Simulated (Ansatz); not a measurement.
# HfTeS monolayer, Janus: modes against uniaxial strain along the armchair direction, normal to a, with the width clamped, part 2 of 2

Wanted: the shifts of the zone-centre modes of HfTeS monolayer, Janus with strain.

Ansatz 0.2.0; DFT PBEsol, scalar-relativistic, plane waves, PAW; PAW set soft_1.

So far, highest optical mode at the zone centre (no LO-TO term) (cm⁻¹): step 5 (modes at rest) 293; step 7 (strain 5 %) 277.

## (8) Relaxation of a member: uniaxial strain of -3 % along the armchair direction, normal to a, with the width clamped

The cell takes a uniaxial strain of -3 % along the armchair direction, normal to a, with the width clamped. The cell is held, and the atoms relax in it.

File input.yaml:

```yaml
crystal:
  lattice:
    - [3.7343976054, 0.0, 0.0]
    - [-1.8671988027, 3.1370606983, 0.0]
    - [0.0, 0.0, 30.0]
  atoms:
    - { symbol: Hf, position: [-0.0005065336, -0.0010130673, 0.3388914111] }
    - { symbol: S, position: [0.3354866643, 0.6709733285, 0.3829138481] }
    - { symbol: Te, position: [0.6650198694, 0.3300397388, 0.2748614073] }
  periodic: [true, true, false]
kpoints:
  mp_grid: { grid: [15, 15, 1] }
hamiltonian:
  xc: pbesol
  pseudopotentials: { kind: paw, azcp: { folder: soft_1 }, xc_functional: pbe }
scf:
  occupations: { method: methfessel_paxton, width: 0.2 }
output:
  forces: true
  stress: true
  eigenvalues: true
relax:
  adjacent_minimum: "off"
  f_tol: 0.001
  max_steps: 60
```

Started as:

```console
ansatz run input.yaml --threads 8 --pin off --max-ram 16384MiB --backend cpu --events-out ev --progress --plain --runs-dir out
```

Run time: 52 s. Hardware: 8 threads of Arm Neoverse V1, shared host; peak memory 1.2 GiB; 6.6 min of CPU time.

The steps of the relaxation:

```
step  energy less that of the first step (eV)  largest force component (eV/Å)
   1                                   0.0000                          0.1044
   2                                   0.0006                          0.1749
   3                                  -0.0013                          0.0169
   4                                  -0.0013                          0.0048
   5                                  -0.0013                          0.0007
```

Relaxation step 2 was tried and not accepted.

Forces are held to the 2 operations that the run works with; a distortion that breaks them can't arise in this run.

The atoms that moved most (Å):

```
atom     dx      dy      dz  length
  S2  0.000   0.008   0.010   0.012
 Te3  0.000  -0.006  -0.009   0.011
```

The relaxed structure:

```
Hf S Te
1.0
     3.73440    0.00000    0.00000
    -1.86720    3.13706    0.00000
     0.00000    0.00000   30.00000
Hf S Te
1 1 1
Direct
  0.99917 0.99835 0.33888
  0.33669 0.67338 0.38323
  0.66414 0.32827 0.27455
```

This step gave:

```yaml
area_per_atom: 3.905 Å²
```

The largest force component left is 0.71 meV/Å.

## (9) Modes of this member: uniaxial strain of -3 % along the armchair direction, normal to a, with the width clamped

The zone-centre modes follow for uniaxial strain of -3 % along the armchair direction, normal to a, with the width clamped.

input.yaml, the sections that differ from step 8:

```yaml
crystal:
  lattice:
    - [3.7343976054, 0.0, 0.0]
    - [-1.8671988027, 3.1370606983, 0.0]
    - [0.0, 0.0, 30.0]
  atoms:
    - { symbol: Hf, position: [-0.0008271501, -0.0016543002, 0.3388816195] }
    - { symbol: S, position: [0.3366912861, 0.6733825721, 0.3832328284] }
    - { symbol: Te, position: [0.664135864, 0.3282717281, 0.2745522186] }
  periodic: [true, true, false]
output:
  eigenvalues: true
phonons:
  method: dfpt
# kpoints, hamiltonian, scf: as in step 8
# relax: removed
```

Run time: 2.3 min. Hardware: 8 threads; peak memory 2.5 GiB.

This step gave:

| Quantity | Value |
| --- | --- |
| sum-rule residual before enforcement | 3.87e-5 eV/Å² |
| highest optical mode at the zone centre (no LO-TO term) | 304.1 cm⁻¹ |
| lowest optical zone-centre mode | 90.39 cm⁻¹ |

Patterns of degenerate modes are one choice out of their space. Modes at Γ, with each element's share of the kinetic energy:

```
mode  frequency (cm⁻¹)  symmetry  Hf %  S %  Te %
   1               0.0  acoustic    53    9    38
   2               0.0  acoustic    53    9    38
   3               0.0  acoustic    53    9    38
   4              90.4        A'    38    1    61
   5              90.8       A''    38    1    61
   6             180.8        A'    30    8    62
   7             233.2        A'     9   89     1
   8             234.9       A''     9   89     1
   9             304.1        A'    17   83     0
```

The lowest optical mode is real, 90.4 cm⁻¹, and the highest lies at 304.1 cm⁻¹.

Between step 5 and this run (strain -3 %) the value for the highest optical mode at the zone centre (no LO-TO term) moves from 293 cm⁻¹ to 304 cm⁻¹ (+4 %).

## (10) The series together

The members are set side by side, also those not shown above.

Energies are extrapolated to zero smearing, and E0 is that at rest; the cell is clamped and the atoms are relaxed; all runs use 15×15×1 k points and Methfessel-Paxton smearing of 0.2 eV. State of the crystal along the series:

```
strain (%)  E - E0 (meV/atom)
        -3              6.535
        -2              2.822
        -1             0.6784
         0                  0
         1             0.6831
         2              2.735
         3              6.191
         4              11.03
         5              17.23
```

Optical modes are counted from below at rest and tracked from member to member by their patterns, and modes that stay within 0.3 cm⁻¹ of each other stand once; labels, where given, are those at rest, then, where named, those of the strained cell; the cell is clamped and the atoms are relaxed; all runs use 15×15×1 k points and Methfessel-Paxton smearing of 0.2 eV. Optical modes along the series:

```
strain (%)  optical mode 1 E to A'' single part (cm⁻¹)  optical mode 2 E to A' single part (cm⁻¹)  optical mode 3 A1 to A' (cm⁻¹)  optical mode 4 E to A' single part (cm⁻¹)  optical mode 5 E to A'' single part (cm⁻¹)  optical mode 6 A1 to A' (cm⁻¹)
        -3                                       90.84                                      90.39                           180.8                                      233.2                                       234.9                           304.1
        -2                                       90.85                                      90.45                           180.7                                      231.9                                       232.8                           300.4
        -1                                       91.11                                      90.72                           179.6                                      230.9                                       231.2                           296.5
         0                                        91.2                                       91.2                           178.4                                        230                                         230                           292.7
         1                                       91.11                                      91.79                           177.8                                        229                                       229.1                             289
         2                                       90.96                                      91.96                           177.4                                      227.6                                       228.2                           285.6
         3                                       90.47                                      91.35                           176.9                                      225.3                                       227.3                           282.4
         4                                       89.83                                      90.16                           176.3                                      222.5                                       226.2                           279.5
         5                                        89.3                                      88.98                           175.7                                      219.3                                       225.1                           276.8
```

Value and slope at zero strain of a cubic (a lower polynomial where under five rows exist) through the rows within 2 % of rest. Slopes at rest:

```
                               mode  frequency (cm⁻¹)  shift per percent of strain (cm⁻¹)
optical mode 1 E to A'' single part              91.2                               -0.01
 optical mode 2 E to A' single part              91.2                                0.59
            optical mode 3 A1 to A'             178.5                               -0.94
 optical mode 4 E to A' single part               230                               -0.87
optical mode 5 E to A'' single part               230                               -1.06
            optical mode 6 A1 to A'             292.7                               -3.79
```

## (11) What came out

- members: 9
- highest optical mode at the zone centre (no LO-TO term), at rest: 292.7 cm⁻¹
- optical mode 3 A1 to A', shift per percent: -0.94 cm⁻¹
- optical mode 4 E to A' single part, shift per percent: -0.87 cm⁻¹
- optical mode 5 E to A'' single part, shift per percent: -1.06 cm⁻¹
- optical mode 6 A1 to A', shift per percent: -3.79 cm⁻¹

In words: The strain lowers the symmetry: the level at 230.0 cm⁻¹ splits, into 219.3 and 225.1 cm⁻¹ at +5 %. Within 2 % of rest several modes bend away from a straight line, so single slopes hold only near rest. The fastest shift in the table of slopes is -3.8 cm⁻¹ for each percent (optical mode 6 A1 to A'). The width is clamped, so the contraction across the strain that a free sheet shows is left out. These are harmonic frequencies at zero temperature: anharmonic shifts, linewidths and thermal expansion are left out. Spin-orbit coupling is left out, which can matter for the heavy elements here. With no gap, or one that is small against the smearing, the frequencies hang on the k mesh and the smearing, most of all near Kohn anomalies. A semilocal functional can close a gap that the real compound would have, so the metallic treatment may be an artefact of the level. The starting cell was built on a prototype and not taken from a measurement. The PAW files were made for PBE; the program adapts parts of them to the functional of the run, but their partial waves stay those of PBE, an approximation that was not tested in this session. Only the zone centre was solved, so an instability at another wavevector cannot show here.

[Logs are printed without paths, hosts, clocks, repeated set-up lines and the standing remarks that a program may print on its own settings, such as how far it seeks lower states.]

[Hosts, paths, dates, database ids (printed as entryN), source tags and the programs' standing remarks are cut or masked in the printed files.]
